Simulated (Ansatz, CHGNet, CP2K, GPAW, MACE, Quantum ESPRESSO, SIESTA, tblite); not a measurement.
**Other levels on phosphorene, 3 layers, N on P sites (72 atoms)**

The cell holds 72 atoms: 48 P and 24 N. Its edges and angles: a = 10.340 Å, b = 9.102 Å, c = 29.176 Å, α = 90.0°, β = 90.0°, γ = 90.0°. It derives from P (phosphorene). 3 layers of phosphorene (a = 3.314 Å), 3 x 2 cells, biaxial strain +4 %, every second layer slid by 0.500 of a1; facing planes 3.38, 3.4 Å apart; 16 Å of vacuum; 24 of 72 P replaced by N at random; displaced by a Gaussian of 0.02 Å. Then every atom was moved at random, 0.02 Å r.m.s. a Cartesian component. Regions: layer 1, 24 atoms (18 P and 6 N); layer 2, 24 atoms (9 N and 15 P); layer 3, 24 atoms (9 N and 15 P). Vacuum lies along c.

Geometry: as built.

The reference, a calculation:

```
method                                           : Kohn-Sham DFT, PBE, PAW, plane waves (Ansatz 0.2.0); cutoff 420 eV, Γ point, fermi-dirac smearing of 0.05 eV; PAW set soft_2
r.m.s. force component                           : 1.578 eV/Å
longest force                                    : 3.85 eV/Å
gap (highest filled to lowest empty level) : 0.3862 eV
SCF cycles                                       : 15
time                                             : 29 s on 4 threads of Arm Neoverse V1, shared host
CPU time                                         : 1.9 min
```

Runs, in no order:
A. CP2K PBE, DZVP-UZH, 600/50 Ry, diagonalisation: Kohn-Sham DFT, PBE, GTH-PBE pseudopotentials, Gaussian and plane waves, DZVP-MOLOPT (UZH set), diagonalisation
B. GPAW PBE, LCAO szp(dzp), h 0.18 Å: Kohn-Sham DFT, PBE, PAW, atomic orbitals (szp(dzp))
C. GPAW LDA, LCAO dzp, h 0.18 Å: Kohn-Sham DFT, LDA, PAW, atomic orbitals (dzp)
D. QE PBE, sssp-1.3.0-efficiency, 60/480 Ry: Kohn-Sham DFT, PBE, SSSP efficiency 1.3.0 pseudopotentials, plane waves

**Question.** Rank the runs by how far their forces lie from the reference's, least first.

D, A, C, B.

```csv
run,"Δ force, r.m.s. (meV/Å)",share of r.m.s. force (%),CPU time
"D. QE PBE, sssp-1.3.0-efficiency, 60/480 Ry",4.49,0.285,43 min
"A. CP2K PBE, DZVP-UZH, 600/50 Ry, diagonalisation",60.1,3.81,9.7 min
"C. GPAW LDA, LCAO dzp, h 0.18 Å",98.3,6.23,2.2 min
"B. GPAW PBE, LCAO szp(dzp), h 0.18 Å",486,30.8,2.6 min
```

The electronic-structure runs sample only Γ, in a cell whose shortest periodic width is 9 Å.

[Logs are printed without paths, hosts, clocks, repeated set-up lines and the standing remarks that a program may print on its own settings, such as how far it seeks lower states.]

[Hosts, paths, dates, database ids (printed as entryN), source tags and the programs' standing remarks are cut or masked in the printed files.]
